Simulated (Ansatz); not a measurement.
# ZnS3: relaxing a made-up structure, part 2 of 2

This structure for ZnS3 is made up. Its elements were placed in a known structure type with a cell scaled to their sizes. What cell does the guess relax to, and how far off was it?

Ansatz 0.2.0; DFT, r2SCAN, plane-wave PAW, files of the set soft_1, scalar-relativistic, no spin, cell and ions relaxed at zero pressure; PAW set soft_1 (the session's first sound run).

So far: Set-up; Relaxing cell and atoms. The relaxed cell has a = 6.530, c = 4.287 Å (conventional setting).

### Step 3. Electronic structure of the relaxed cell

With the geometry fixed, one more self-consistent run, with a narrower smearing and the mesh shown in its input, gives the bands, and its pressure, and its forces where symmetry allows any, show how far the geometry depends on these settings.

This step: DFT, r2SCAN, plane-wave PAW, files of the set soft_1, scalar-relativistic, no spin, bands and density of states at the relaxed cell; PAW set soft_1 (Ansatz 0.2.0).

Contents of input.yaml:

```yaml
crystal:
  lattice:
    - [6.5302650264, 0.0, 0.0]
    - [0.0, 6.5302650264, 0.0]
    - [0.0, 0.0, 4.286623935]
  atoms:
    - { symbol: Zn, position: [0.0, 0.0, 0.0] }
    - { symbol: Zn, position: [0.5, 0.5, 0.0] }
    - { symbol: S, position: [0.1829015781, 0.6829015781, 0.9077791275] }
    - { symbol: S, position: [0.3170984219, 0.1829015781, 0.0922208725] }
    - { symbol: S, position: [0.0, 0.5, 1.1856479955] }
    - { symbol: S, position: [0.5, 0.0, -0.1856479955] }
    - { symbol: S, position: [0.8170984219, 0.3170984219, 0.9077791275] }
    - { symbol: S, position: [0.6829015781, 0.8170984219, 0.0922208725] }
kpoints:
  mp_grid: { grid: [6, 6, 8] }
  band_path:
    path:
      - [[0.0, 0.0, 0.0], [0.0, 0.5, 0.0], [0.5, 0.5, 0.0], [0.0, 0.0, 0.0], [0.0, 0.0, 0.5], [0.0, 0.5, 0.5], [0.5, 0.5, 0.5], [0.0, 0.0, 0.5]]
      - [[0.0, 0.5, 0.0], [0.0, 0.5, 0.5]]
      - [[0.5, 0.5, 0.0], [0.5, 0.5, 0.5]]
    npoints: 8
scf:
  occupations: { method: fermi_dirac, width: 0.03 }
  n_extra_bands: 12
hamiltonian:
  xc: r2scan
  pseudopotentials: { kind: paw, azcp: { folder: soft_1 } }
output:
  forces: true
  stress: true
  write_bands: true
  dos: { projected: true }
  write_density: true
  write_potential: true
  elf: true
  volumetric_format: npy
```

On the command line:

```sh
$ ansatz run input.yaml --threads 4 --pin off --max-ram 10240MiB --backend cpu --events-out ev --progress --plain --runs-dir out
```

Numbers of over 12 decimals in the logs are rounded to 6 here.

The program printed:

```text
[...]
Crystal: 8 atoms, lattice volume = 182.800 Å³
Basis set: ecut = 500 eV, 4635 PW (Γ), exchange–correlation on 192×192×128 points (64 copies of the dense FFT grid, shifted against one another)
Bands: 42, of which v1, the nominal top of the filled ones, is band 30 counted from 1 (29 counted from 0)
Symmetry: 8 space group operations
[...]
k-points: 50 of 288 (time reversal used)
[...]
SCF iter   1: F=—  HF=-12088.741431 eV  |F-HF|=—  |Δ(HF+E_count)|=         —  Δρ=6.21e-2  dr2=4.72e0  dr2_τ=8.09e-2  ethr=3.10e-3  ⟨swp⟩=8.5  Hψ=11811  notcnv=0  defer=26
[...]
SCF iter   9: F=-12087.714039 eV  HF=-12087.714039 eV  |F-HF|=3.29e-8  |Δ(HF+E_count)|=   7.36e-7  Δρ=5.04e-6  dr2=4.90e-8  dr2_τ=1.33e-9  ethr=1.67e-10  ⟨swp⟩=19.1  Hψ=21921  notcnv=0
SCF 1 converged in 9 iterations: F = -12087.714039 eV  dr2 = 4.90e-8
[...]
NSCF: frozen V_eff on 75 k-points
SCF converged after 9 iterations
Free energy (F): -12087.714039 eV
[...]
Internal energy: -12087.714039 eV  (E = F + TS)
E sigma→0 (E₀):  -12087.714039 eV
Fermi energy:    4.949679 eV
[...]
--- Forces (eV/Å), atoms counted from 1 ---
  atom   1  Zn    -0.00000000    -0.00000000     0.00000000
  atom   2  Zn    -0.00000000     0.00000000     0.00000000
  atom   3  S      0.00176916     0.00176916    -0.00026041
  atom   4  S     -0.00176916     0.00176916     0.00026041
  atom   5  S      0.00000000     0.00000000     0.00221951
  atom   6  S      0.00000000    -0.00000000    -0.00221951
  atom   7  S     -0.00176916    -0.00176916    -0.00026041
  atom   8  S      0.00176916    -0.00176916     0.00026041
  max |Σ_I F_I| component: 3.40e-17 eV/Å
--- Stress (GPa, compression-positive) ---
        0.024921       0.000000       0.000000
        0.000000       0.024921      -0.000000
        0.000000      -0.000000       0.038877
  P = ⅓ Tr σ = 0.0296 GPa (0.296 kbar)
--- Band table (eV; the first three rows and the last of 50) ---
  k-point 0: bands = [... 26 lower, 3.3064, 3.6738, 4.1131, 4.1131, 5.7277, 6.8313, 7.3157, 7.9299, ... 8 higher]
  k-point 1: bands = [... 26 lower, 3.2324, 3.6497, 4.0735, 4.0735, 5.7453, 6.8900, 7.3666, 8.1412, ... 8 higher]
  k-point 2: bands = [... 26 lower, 3.0955, 3.5787, 3.9741, 3.9741, 5.8797, 7.1220, 7.5171, 7.7281, ... 8 higher]
  k-point 49: bands = [... 26 lower, 3.0957, 3.0957, 3.5243, 3.5243, 6.9306, 6.9306, 7.4344, 7.4344, ... 8 higher]
```

Run time: 9.9 s. Hardware: 4 threads of AMD EPYC 9B45 (Zen 5), shared host; peak memory 1.2 GiB.

In the SCF lines HF is the Harris–Foulkes energy and dr2 the Hartree energy of the density residual, in eV; the loop may stop once dr2 is under the threshold and the program's other checks hold. Hψ counts applications of the Hamiltonian.

This step gave:

```yaml
free_energy: -12087.7140 eV
fermi_energy: 4.950 eV
gap_by_band_count: 1.609 eV
pressure: 0.02957 GPa
gap_on_the_k_mesh: 1.609 eV
```

From bands.tsv. Electronic bands along the path, in eV, zero at the valence top; v1 is the highest filled band, c1 the lowest empty one:

```csv
point,v4,v3,v2,v1,c1,c2,c3,c4
Γ,-0.84,-0.47,-0.03,-0.03,1.58,2.69,3.17,3.78
halfway,-0.90,-0.70,-0.23,-0.13,2.33,3.10,3.28,3.72
X,-1.21,-1.21,-0.26,-0.26,3.16,3.16,3.73,3.73
halfway,-0.87,-0.87,-0.68,-0.68,3.04,3.04,3.36,3.36
M,-1.28,-1.28,-0.36,-0.36,2.73,2.73,3.24,3.24
halfway,-1.43,-0.77,-0.34,-0.23,2.72,2.86,3.50,3.62
Γ,-0.84,-0.47,-0.03,-0.03,1.58,2.69,3.17,3.78
halfway,-1.05,-0.57,-0.17,-0.17,1.73,2.98,3.37,3.58
Z,-1.18,-0.71,-0.32,-0.32,2.17,2.82,3.51,3.56
halfway,-1.23,-0.87,-0.23,-0.22,2.81,3.14,3.70,3.72
R,-1.57,-1.57,-0.05,-0.05,3.57,3.57,3.97,3.97
halfway,-1.03,-1.03,-0.56,-0.56,3.02,3.02,3.82,3.82
A,-1.05,-1.05,-0.62,-0.62,2.79,2.79,3.29,3.29
halfway,-1.18,-0.61,-0.51,-0.41,3.04,3.10,3.36,4.07
Z,-1.18,-0.71,-0.32,-0.32,2.17,2.82,3.51,3.56
jump to X,-1.21,-1.21,-0.26,-0.26,3.16,3.16,3.73,3.73
halfway,-1.42,-1.42,-0.17,-0.17,3.42,3.42,3.98,3.98
R,-1.57,-1.57,-0.05,-0.05,3.57,3.57,3.97,3.97
jump to M,-1.28,-1.28,-0.36,-0.36,2.73,2.73,3.24,3.24
halfway,-1.21,-1.21,-0.53,-0.53,2.92,2.92,3.12,3.12
A,-1.05,-1.05,-0.62,-0.62,2.79,2.79,3.29,3.29
```

States per cell as run, both spins, in windows of 1 eV, from dos.tsv (zero at the valence-band top): Near the top, bands beyond those computed are missing, so counts there can be too low.

```csv
from,to,total
-8,-7,1.66
-7,-6,18.34
-6,-5,5.21
-5,-4,4.49
-4,-3,3.94
-3,-2,1.96
-2,-1,6.76
-1,0,5.65
0,1,0.00
1,2,0.06
2,3,1.77
3,4,6.44
4,5,4.03
5,6,2.94
```

A further 12.0 states lie below the table's range.

Valence density in the ac plane at fractional y = 0.000, with atoms of Zn and S within 0.2 Å of it. It is the smooth field of the valence electrons, not physical close to the nuclei.

Values in e/Å³, 6 rows by 16 columns, each cell a mean:
```
10  2  0  0  0  0  1  1  1  1  1  0  0  0  1  5
 0  0  0  0  0  0  1  1  1  1  0  0  0  0  0  0
 0  0  0  0  0  0  0  0  0  0  0  0  0  0  0  0
 0  0  0  0  0  0  0  0  0  0  0  0  0  0  0  0
 0  0  0  0  0  0  0  0  0  0  0  0  0  0  0  0
20  3  0  0  0  0  0  0  0  0  0  0  0  0  1 10
```
Columns run along a (6.5 Å), rows up along c (4.3 Å). Atoms in or near the plane, at fractional coordinates: Zn at (0.00, 0.00), S at (0.50, 0.81).

Electrostatic potential energy in the ac plane at fractional y = 0.000, with atoms of Zn and S within 0.2 Å of it. With pseudopotentials it is smooth inside the atoms' cores, unlike the true potential.

Values in eV, 6 rows by 16 columns, each cell a mean:
```
-37 -26  -2   6   7   3 -16 -35 -35 -28  -3   6   7   4 -14 -35
  1   4   7   8   8   4 -13 -32 -32 -25  -2   7   8   7   5   2
  8   8   9   9   9   9   6   2   1   5   8   9   9   9   8   8
  7   8   9   9   9  10  10  10  10  10  10  10   9   9   8   7
 -8  -1   6   8   8   8   8   8   9   8   8   8   8   7   3  -5
-42 -34  -5   5   6   5   3   0  -2   2   4   5   6   3 -20 -41
```
Columns run along a (6.5 Å; values clipped at the 3rd and 97th percentile), rows up along c (4.3 Å). Atoms in or near the plane, at fractional coordinates: Zn at (0.00, 0.00), S at (0.50, 0.81).

ELF in the ac plane at fractional y = 0.000, with atoms of Zn and S within 0.2 Å of it. It is the smooth field of the valence electrons, not physical close to the nuclei.

Ten even steps from '_' (0.00) to '@' (0.90), each cell a mean:
```
____......::**%%++--####==::......__
........__::####..__==%%++..__......
......____--%%@@==::##@@**..____....
..________::%%@@@@@@@@@@++..______..
__________..==%%@@@@@@**::__________
______________..--==::..____________
______........__________..::..______
......::==++==::____..--++++--::....
......--++**++--..__::==****==::....
__....::==++++==------==++++==::..__
____..::----++**********==--::..____
```
Columns run along a (6.5 Å), rows up along c (4.3 Å). Atoms in or near the plane, at fractional coordinates: Zn at (0.00, 0.00), S at (0.50, 0.81).

### Step 4. Results

| Item | Value |
| --- | --- |
| space group, relaxed | P-42_1m |
| conventional cell | a = 6.530, b = 6.530, c = 4.287 Å; α = 90.0°, β = 90.0°, γ = 90.0° |
| volume per atom | 22.85 Å³ (guess 21.30) |

ZnS3 relaxes to P-42_1m with a = 6.530, b = 6.530 and c = 4.287 Å. The guessed volume was 7 % too small. The space group P-42_1m was held in the relaxation, so the end point is a stationary structure within it and may be a saddle against distortions or other arrangements. It has an indirect Kohn–Sham gap of 1.58 eV, which semilocal functionals understate. On the 6×6×8 mesh with the narrower smearing (relaxed on 4×4×7) the largest force component is 0.002 eV/Å and the largest stress component is 0.039 GPa, within the relaxation's thresholds of 0.015 eV/Å and 0.05 GPa. The cutoff wasn't tested. A vector of the cell changed its length by 8 %, more than the volume shows. No dispersion term is used, so weakly bound directions may come out too long. Nothing here tests whether the compound is stable against decomposition.

[Logs are printed without paths, hosts, clocks, repeated set-up lines and the standing remarks that a program may print on its own settings, such as how far it seeks lower states.]

[Hosts, paths, dates, database ids (printed as entryN), source tags and the programs' standing remarks are cut or masked in the printed files.]
